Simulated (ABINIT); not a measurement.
# LiSnH3 (Pm-3m): zone-centre phonons, part 3 of 4

Aim: the zone-centre modes of LiSnH3 (Pm-3m).

ABINIT 10.8.3; DFT LDA, scalar-relativistic, plane waves, PseudoDojo norm-conserving pseudopotentials.

So far. Step 6 (Self-consistent run for the response): The cell stands at -0.38 GPa: the relaxation ran with a smoothed and higher cutoff, and the difference is a stress of the finite basis. Step 7 (Zone-centre response): The acoustic modes at Γ come out as far as 1.3 cm⁻¹ from zero, where they should vanish, a small numerical error. The lowest optical mode is imaginary, 456i cm⁻¹, an instability at this level and on this k mesh. The relaxed cell has a = 4.083 Å (conventional setting).

The structure was built from a prototype and need not be the compound's stable phase.

### 8. Zone-centre analysis

anaddb reads the merged derivatives and imposes the acoustic sum rule.

anaddb.abi

```
ddb_filepath "gamma_DDB"
output_file "anaddb.abo"
outdata_prefix "anaddb"
asr 1
chneut 1
enunit 2
eivec 1
nph1l 1
qph1l 0.0 0.0 0.0 1.0
```

mrgddb.in

```
gamma_DDB
merged
2
dfpt_gammao_DDB
gso_DDB
```

On the command line:

```console
> mrgddb < mrgddb.in > mrgddb.log
> OMP_NUM_THREADS=1 anaddb anaddb.abi > anaddb.log
```

anaddb.abo, the main output file:

```text
-outvars_anaddb: echo values of input variables ----------------------

 Miscellaneous information :
      enunit         2
       eivec         1
         asr         1
 First list of wavevector (reduced coord.) :
       nph1l         1
       qph1l
                     0.00000000E+00  0.00000000E+00  0.00000000E+00    1.000E+00

================================================================================

 read the DDB information and perform some checks

  ==== Info on the Cryst% object ====
 Real(R)+Recip(G) space primitive vectors, cartesian coordinates (Bohr,Bohr^-1):
 R(1)=  7.7160261  0.0000000  0.0000000  G(1)=  0.1296004  0.0000000  0.0000000
 R(2)=  0.0000000  7.7160261  0.0000000  G(2)=  0.0000000  0.1296004  0.0000000
 R(3)=  0.0000000  0.0000000  7.7160261  G(3)=  0.0000000  0.0000000  0.1296004
 Unit cell volume ucvol=  4.5938950E+02 bohr^3
 Angles (23,13,12)=  9.00000000E+01  9.00000000E+01  9.00000000E+01 degrees
 Time-reversal symmetry is present
 Reduced atomic positions [iatom, xred, symbol]:
    1)    0.0000000  0.0000000  0.0000000  Li
    2)    0.5000000  0.5000000  0.5000000  Sn
    3)    0.5000000  0.5000000  0.0000000   H
    4)    0.5000000  0.0000000  0.5000000   H
    5)    0.0000000  0.5000000  0.5000000   H

 DDB file with 3 blocks has been read.

================================================================================

 Treat the first list of vectors

  Phonon wavevector (reduced coordinates) :  0.00000  0.00000  0.00000
 Phonon energies in Hartree :
  -2.079844E-03 -2.079844E-03 -2.079844E-03 -8.402402E-04 -8.402402E-04
  -8.402402E-04  0.000000E+00  0.000000E+00  0.000000E+00  1.086515E-03
   1.086515E-03  1.086515E-03  1.804256E-03  1.804256E-03  1.804256E-03
 Phonon energies in meV     :
- -5.659544E+01 -5.659544E+01 -5.659544E+01 -2.286410E+01 -2.286410E+01
- -2.286410E+01  0.000000E+00  0.000000E+00  0.000000E+00  2.956559E+01
-  2.956559E+01  2.956559E+01  4.909630E+01  4.909630E+01  4.909630E+01
 Phonon frequencies in cm-1    :
- -4.564730E+02 -4.564730E+02 -4.564730E+02 -1.844114E+02 -1.844114E+02
- -1.844114E+02  0.000000E+00  0.000000E+00  0.000000E+00  2.384625E+02
-  2.384625E+02  2.384625E+02  3.959884E+02  3.959884E+02  3.959884E+02
 Phonon frequencies in Thz     :
- -1.368472E+01 -1.368472E+01 -1.368472E+01 -5.528515E+00 -5.528515E+00
- -5.528515E+00  0.000000E+00  0.000000E+00  0.000000E+00  7.148927E+00
-  7.148927E+00  7.148927E+00  1.187143E+01  1.187143E+01  1.187143E+01
 Phonon energies in Kelvin  :
- -6.567628E+02 -6.567628E+02 -6.567628E+02 -2.653269E+02 -2.653269E+02
- -2.653269E+02  0.000000E+00  0.000000E+00  0.000000E+00  3.430944E+02
-  3.430944E+02  3.430944E+02  5.697389E+02  5.697389E+02  5.697389E+02

 Eigendisplacements
 (will be given, for each mode : in cartesian coordinates
   for each atom the real part of the displacement vector,
   then the imaginary part of the displacement vector - absolute values smaller than 1.0d-7 are set to zero)
  Mode number    1   Energy   -2.079844E-03
 Attention : low frequency mode.
   (Could be unstable or acoustic mode)
-  1  0.00000000E+00  0.00000000E+00  1.21428971E-03
-     0.00000000E+00  0.00000000E+00  0.00000000E+00
-  2  0.00000000E+00  0.00000000E+00  1.84779473E-04
-     0.00000000E+00  0.00000000E+00  0.00000000E+00
-  3  0.00000000E+00  0.00000000E+00 -2.23592282E-02
-     0.00000000E+00  0.00000000E+00  0.00000000E+00
-  4  0.00000000E+00  0.00000000E+00 -3.88254377E-03
-     0.00000000E+00  0.00000000E+00  0.00000000E+00
-  5  0.00000000E+00  0.00000000E+00 -3.88254377E-03
-     0.00000000E+00  0.00000000E+00  0.00000000E+00
  Mode number    2   Energy   -2.079844E-03
 Attention : low frequency mode.
   (Could be unstable or acoustic mode)
-  1  1.35294511E-07  1.21428971E-03  0.00000000E+00
-     0.00000000E+00  0.00000000E+00  0.00000000E+00
-  2  0.00000000E+00  1.84779472E-04  0.00000000E+00
-     0.00000000E+00  0.00000000E+00  0.00000000E+00
-  3 -4.32587754E-07 -3.88254375E-03  0.00000000E+00
-     0.00000000E+00  0.00000000E+00  0.00000000E+00
-  4 -4.32587754E-07 -2.23592280E-02  0.00000000E+00
-     0.00000000E+00  0.00000000E+00  0.00000000E+00
-  5 -2.49123484E-06 -3.88254375E-03  0.00000000E+00
-     0.00000000E+00  0.00000000E+00  0.00000000E+00
  Mode number    3   Energy   -2.079844E-03
 Attention : low frequency mode.
   (Could be unstable or acoustic mode)
-  1  1.21428971E-03 -1.35294511E-07  0.00000000E+00
-     0.00000000E+00  0.00000000E+00  0.00000000E+00
-  2  1.84779472E-04  0.00000000E+00  0.00000000E+00
-     0.00000000E+00  0.00000000E+00  0.00000000E+00
-  3 -3.88254375E-03  4.32587754E-07  0.00000000E+00
-     0.00000000E+00  0.00000000E+00  0.00000000E+00
-  4 -3.88254375E-03  2.49123484E-06  0.00000000E+00
-     0.00000000E+00  0.00000000E+00  0.00000000E+00
-  5 -2.23592280E-02  4.32587754E-07  0.00000000E+00
-     0.00000000E+00  0.00000000E+00  0.00000000E+00
  Mode number    4   Energy   -8.402402E-04
 Attention : low frequency mode.
   (Could be unstable or acoustic mode)
-  1  0.00000000E+00  0.00000000E+00  8.13694628E-03
-     0.00000000E+00  0.00000000E+00  0.00000000E+00
-  2  0.00000000E+00  0.00000000E+00 -4.29388652E-04
-     0.00000000E+00  0.00000000E+00  0.00000000E+00
-  3  0.00000000E+00  0.00000000E+00  4.32470743E-03
-     0.00000000E+00  0.00000000E+00  0.00000000E+00
-  4  0.00000000E+00  0.00000000E+00 -4.89377215E-03
-     0.00000000E+00  0.00000000E+00  0.00000000E+00
-  5  0.00000000E+00  0.00000000E+00 -4.89377215E-03
-     0.00000000E+00  0.00000000E+00  0.00000000E+00
  Mode number    5   Energy   -8.402402E-04
 Attention : low frequency mode.
   (Could be unstable or acoustic mode)
-  1  1.03071034E-07  8.13694628E-03  0.00000000E+00
-     0.00000000E+00  0.00000000E+00  0.00000000E+00
-  2  0.00000000E+00 -4.29388651E-04  0.00000000E+00
-     0.00000000E+00  0.00000000E+00  0.00000000E+00
-  3  0.00000000E+00 -4.89377215E-03  0.00000000E+00
-     0.00000000E+00  0.00000000E+00  0.00000000E+00
-  4  0.00000000E+00  4.32470743E-03  0.00000000E+00
-     0.00000000E+00  0.00000000E+00  0.00000000E+00
-  5  0.00000000E+00 -4.89377215E-03  0.00000000E+00
-     0.00000000E+00  0.00000000E+00  0.00000000E+00
  Mode number    6   Energy   -8.402402E-04
 Attention : low frequency mode.
   (Could be unstable or acoustic mode)
-  1  8.13694628E-03 -1.03071451E-07  0.00000000E+00
-     0.00000000E+00  0.00000000E+00  0.00000000E+00
-  2 -4.29388652E-04  0.00000000E+00  0.00000000E+00
-     0.00000000E+00  0.00000000E+00  0.00000000E+00
-  3 -4.89377215E-03  0.00000000E+00  0.00000000E+00
-     0.00000000E+00  0.00000000E+00  0.00000000E+00
-  4 -4.89377215E-03  0.00000000E+00  0.00000000E+00
-     0.00000000E+00  0.00000000E+00  0.00000000E+00
-  5  4.32470743E-03  0.00000000E+00  0.00000000E+00
-     0.00000000E+00  0.00000000E+00  0.00000000E+00
  Mode number    7   Energy    0.000000E+00
 Attention : low frequency mode.
   (Could be unstable or acoustic mode)
-  1  0.00000000E+00  0.00000000E+00 -2.06479097E-03
-     0.00000000E+00  0.00000000E+00  0.00000000E+00
-  2  0.00000000E+00  0.00000000E+00 -2.06477608E-03
-     0.00000000E+00  0.00000000E+00  0.00000000E+00
-  3  0.00000000E+00  0.00000000E+00 -2.06478435E-03
-     0.00000000E+00  0.00000000E+00  0.00000000E+00
-  4  0.00000000E+00  0.00000000E+00 -2.06478240E-03
-     0.00000000E+00  0.00000000E+00  0.00000000E+00
-  5  0.00000000E+00  0.00000000E+00 -2.06478240E-03
-     0.00000000E+00  0.00000000E+00  0.00000000E+00
  Mode number    8   Energy    0.000000E+00
 Attention : low frequency mode.
   (Could be unstable or acoustic mode)
-  1  0.00000000E+00  2.06479097E-03  0.00000000E+00
-     0.00000000E+00  0.00000000E+00  0.00000000E+00
-  2  0.00000000E+00  2.06477608E-03  0.00000000E+00
-     0.00000000E+00  0.00000000E+00  0.00000000E+00
-  3  0.00000000E+00  2.06478240E-03  0.00000000E+00
-     0.00000000E+00  0.00000000E+00  0.00000000E+00
-  4  0.00000000E+00  2.06478435E-03  0.00000000E+00
-     0.00000000E+00  0.00000000E+00  0.00000000E+00
-  5  0.00000000E+00  2.06478240E-03  0.00000000E+00
-     0.00000000E+00  0.00000000E+00  0.00000000E+00
  Mode number    9   Energy    0.000000E+00
 Attention : low frequency mode.
   (Could be unstable or acoustic mode)
-  1  2.06479097E-03  0.00000000E+00  0.00000000E+00
-     0.00000000E+00  0.00000000E+00  0.00000000E+00
-  2  2.06477608E-03  0.00000000E+00  0.00000000E+00
-     0.00000000E+00  0.00000000E+00  0.00000000E+00
-  3  2.06478240E-03  0.00000000E+00  0.00000000E+00
-     0.00000000E+00  0.00000000E+00  0.00000000E+00
-  4  2.06478240E-03  0.00000000E+00  0.00000000E+00
-     0.00000000E+00  0.00000000E+00  0.00000000E+00
-  5  2.06478435E-03  0.00000000E+00  0.00000000E+00
-     0.00000000E+00  0.00000000E+00  0.00000000E+00
  Mode number   10   Energy    1.086515E-03
-  1  0.00000000E+00  0.00000000E+00  0.00000000E+00
-     0.00000000E+00  0.00000000E+00  0.00000000E+00
-  2  0.00000000E+00  0.00000000E+00  0.00000000E+00
-     0.00000000E+00  0.00000000E+00  0.00000000E+00
-  3  0.00000000E+00 -9.66935644E-07  0.00000000E+00
-     0.00000000E+00  0.00000000E+00  0.00000000E+00
-  4  0.00000000E+00  0.00000000E+00  1.64963404E-02
-     0.00000000E+00  0.00000000E+00  0.00000000E+00
-  5  0.00000000E+00  9.66935644E-07 -1.64963404E-02
-     0.00000000E+00  0.00000000E+00  0.00000000E+00
  Mode number   11   Energy    1.086515E-03
-  1  0.00000000E+00  0.00000000E+00  0.00000000E+00
-     0.00000000E+00  0.00000000E+00  0.00000000E+00
-  2  0.00000000E+00  0.00000000E+00  0.00000000E+00
-     0.00000000E+00  0.00000000E+00  0.00000000E+00
-  3  4.54032144E-07 -1.64963404E-02  0.00000000E+00
-     0.00000000E+00  0.00000000E+00  0.00000000E+00
-  4 -4.54032144E-07  0.00000000E+00 -9.66935694E-07
-     0.00000000E+00  0.00000000E+00  0.00000000E+00
-  5  0.00000000E+00  1.64963404E-02  9.66935694E-07
-     0.00000000E+00  0.00000000E+00  0.00000000E+00
  Mode number   12   Energy    1.086515E-03
-  1  0.00000000E+00  0.00000000E+00  0.00000000E+00
-     0.00000000E+00  0.00000000E+00  0.00000000E+00
-  2  0.00000000E+00  0.00000000E+00  0.00000000E+00
-     0.00000000E+00  0.00000000E+00  0.00000000E+00
-  3  1.64963404E-02  4.54032250E-07  0.00000000E+00
-     0.00000000E+00  0.00000000E+00  0.00000000E+00
-  4 -1.64963404E-02  0.00000000E+00  0.00000000E+00
-     0.00000000E+00  0.00000000E+00  0.00000000E+00
-  5  0.00000000E+00 -4.54032250E-07  0.00000000E+00
-     0.00000000E+00  0.00000000E+00  0.00000000E+00
  Mode number   13   Energy    1.804256E-03
-  1  0.00000000E+00  0.00000000E+00 -2.66213299E-03
-     0.00000000E+00  0.00000000E+00  0.00000000E+00
-  2  0.00000000E+00  0.00000000E+00  3.73307584E-04
-     0.00000000E+00  0.00000000E+00  0.00000000E+00
-  3  0.00000000E+00 -4.82717824E-07  4.62136165E-03
-     0.00000000E+00  0.00000000E+00  0.00000000E+00
-  4  0.00000000E+00  1.47466949E-07 -1.51275500E-02
-     0.00000000E+00  0.00000000E+00  0.00000000E+00
-  5  0.00000000E+00 -4.82717824E-07 -1.51275500E-02
-     0.00000000E+00  0.00000000E+00  0.00000000E+00
  Mode number   14   Energy    1.804256E-03
-  1  0.00000000E+00  2.66213299E-03  0.00000000E+00
-     0.00000000E+00  0.00000000E+00  0.00000000E+00
-  2  0.00000000E+00 -3.73307584E-04  0.00000000E+00
-     0.00000000E+00  0.00000000E+00  0.00000000E+00
-  3  1.16959532E-07  1.51275500E-02  1.47466925E-07
-     0.00000000E+00  0.00000000E+00  0.00000000E+00
-  4  1.16959532E-07 -4.62136165E-03 -4.82717747E-07
-     0.00000000E+00  0.00000000E+00  0.00000000E+00
-  5  0.00000000E+00  1.51275500E-02 -4.82717747E-07
-     0.00000000E+00  0.00000000E+00  0.00000000E+00
  Mode number   15   Energy    1.804256E-03
-  1  2.66213299E-03  0.00000000E+00  0.00000000E+00
-     0.00000000E+00  0.00000000E+00  0.00000000E+00
-  2 -3.73307584E-04  0.00000000E+00  0.00000000E+00
-     0.00000000E+00  0.00000000E+00  0.00000000E+00
-  3  1.51275500E-02 -1.16959212E-07  0.00000000E+00
-     0.00000000E+00  0.00000000E+00  0.00000000E+00
-  4  1.51275500E-02  0.00000000E+00  0.00000000E+00
-     0.00000000E+00  0.00000000E+00  0.00000000E+00
-  5 -4.62136165E-03 -1.16959212E-07  0.00000000E+00
-     0.00000000E+00  0.00000000E+00  0.00000000E+00

 Analysis of degeneracies and characters (maximum tolerance=1.00E-06 a.u.)
 For each vibration mode, or group of modes if degenerate,
 the characters are given for each symmetry operation (see the list in the log file).
 Symmetry characters of vibration mode #   1
       degenerate with vibration modes #   2 to    3
  3.0 -3.0 -1.0  1.0 -1.0  1.0 -1.0  1.0  1.0 -1.0 -1.0  1.0  1.0 -1.0 -1.0  1.0
  0.0 -0.0 -0.0  0.0 -0.0  0.0  0.0 -0.0  1.0 -1.0 -1.0  1.0 -1.0  1.0  1.0 -1.0
  0.0 -0.0 -0.0  0.0  0.0 -0.0 -0.0  0.0  1.0 -1.0  1.0 -1.0 -1.0  1.0 -1.0  1.0
 Symmetry characters of vibration mode #   4
       degenerate with vibration modes #   5 to    6
  3.0 -3.0 -1.0  1.0 -1.0  1.0 -1.0  1.0  1.0 -1.0 -1.0  1.0  1.0 -1.0 -1.0  1.0
 -0.0  0.0 -0.0  0.0  0.0 -0.0  0.0 -0.0  1.0 -1.0 -1.0  1.0 -1.0  1.0  1.0 -1.0
 -0.0  0.0  0.0 -0.0  0.0 -0.0 -0.0  0.0  1.0 -1.0  1.0 -1.0 -1.0  1.0 -1.0  1.0
 Symmetry characters of vibration mode #   7
       degenerate with vibration modes #   8 to    9
  3.0 -3.0 -1.0  1.0 -1.0  1.0 -1.0  1.0  1.0 -1.0 -1.0  1.0  1.0 -1.0 -1.0  1.0
 -0.0  0.0  0.0 -0.0 -0.0  0.0  0.0 -0.0  1.0 -1.0 -1.0  1.0 -1.0  1.0  1.0 -1.0
 -0.0  0.0 -0.0  0.0  0.0 -0.0  0.0 -0.0  1.0 -1.0  1.0 -1.0 -1.0  1.0 -1.0  1.0
 Symmetry characters of vibration mode #  10
       degenerate with vibration modes #  11 to   12
  3.0 -3.0 -1.0  1.0 -1.0  1.0 -1.0  1.0 -1.0  1.0  1.0 -1.0 -1.0  1.0  1.0 -1.0
 -0.0  0.0 -0.0  0.0  0.0 -0.0  0.0 -0.0 -1.0  1.0  1.0 -1.0  1.0 -1.0 -1.0  1.0
 -0.0  0.0  0.0 -0.0  0.0 -0.0 -0.0  0.0 -1.0  1.0 -1.0  1.0  1.0 -1.0  1.0 -1.0
 Symmetry characters of vibration mode #  13
       degenerate with vibration modes #  14 to   15
  3.0 -3.0 -1.0  1.0 -1.0  1.0 -1.0  1.0  1.0 -1.0 -1.0  1.0  1.0 -1.0 -1.0  1.0
 -0.0  0.0 -0.0  0.0  0.0 -0.0  0.0 -0.0  1.0 -1.0 -1.0  1.0 -1.0  1.0  1.0 -1.0
 -0.0  0.0  0.0 -0.0  0.0 -0.0 -0.0  0.0  1.0 -1.0  1.0 -1.0 -1.0  1.0 -1.0  1.0
-
```

Run time: 0.5 s. Hardware: 1 thread of Arm Neoverse V1, shared host.

No LO-TO term; unit eigenvectors of the mass-weighted matrix, from anaddb's displacements. Modes at Γ, with each element's share of the kinetic energy (negative means imaginary):

```tsv
mode	frequency (cm⁻¹)	symmetry	Li %	Sn %	H %
1	-456.5	T1u	2	1	97
2	-456.5	T1u	2	1	97
3	-456.5	T1u	2	1	97
4	-184.4	T1u	84	4	12
5	-184.4	T1u	84	4	12
6	-184.4	T1u	84	4	12
7	0.0	acoustic	5	92	2
8	0.0	acoustic	5	92	2
9	0.0	acoustic	5	92	2
10	238.5	T2u	0	0	100
11	238.5	T2u	0	0	100
12	238.5	T2u	0	0	100
13	396.0	T1u	9	3	88
14	396.0	T1u	9	3	88
15	396.0	T1u	9	3	88
```

Displacements in mode 1 (-456.5 cm⁻¹), the largest set to 1:
```
Li1  0.00  0.00  0.05
Sn2  0.00  0.00  0.01
H3   0.00  0.00 -1.00
H4   0.00  0.00 -0.17
H5   0.00  0.00 -0.17
```

Displacements in mode 13 (396.0 cm⁻¹), the largest set to 1:
```
Li1  0.00  0.00 -0.18
Sn2  0.00  0.00  0.02
H3   0.00  0.00  0.31
H4   0.00  0.00 -1.00
H5   0.00  0.00 -1.00
```

The rule moves no optical mode by more than 0.1 cm⁻¹.

[end of part 3 of 4]

[Host names and launcher messages were left out of these logs when they were recorded.]

[Logs are printed without paths, hosts, clocks, repeated set-up lines and the standing remarks that a program may print on its own settings, such as how far it seeks lower states.]

[Hosts, paths, dates, database ids (printed as entryN), source tags and the programs' standing remarks are cut or masked in the printed files.]
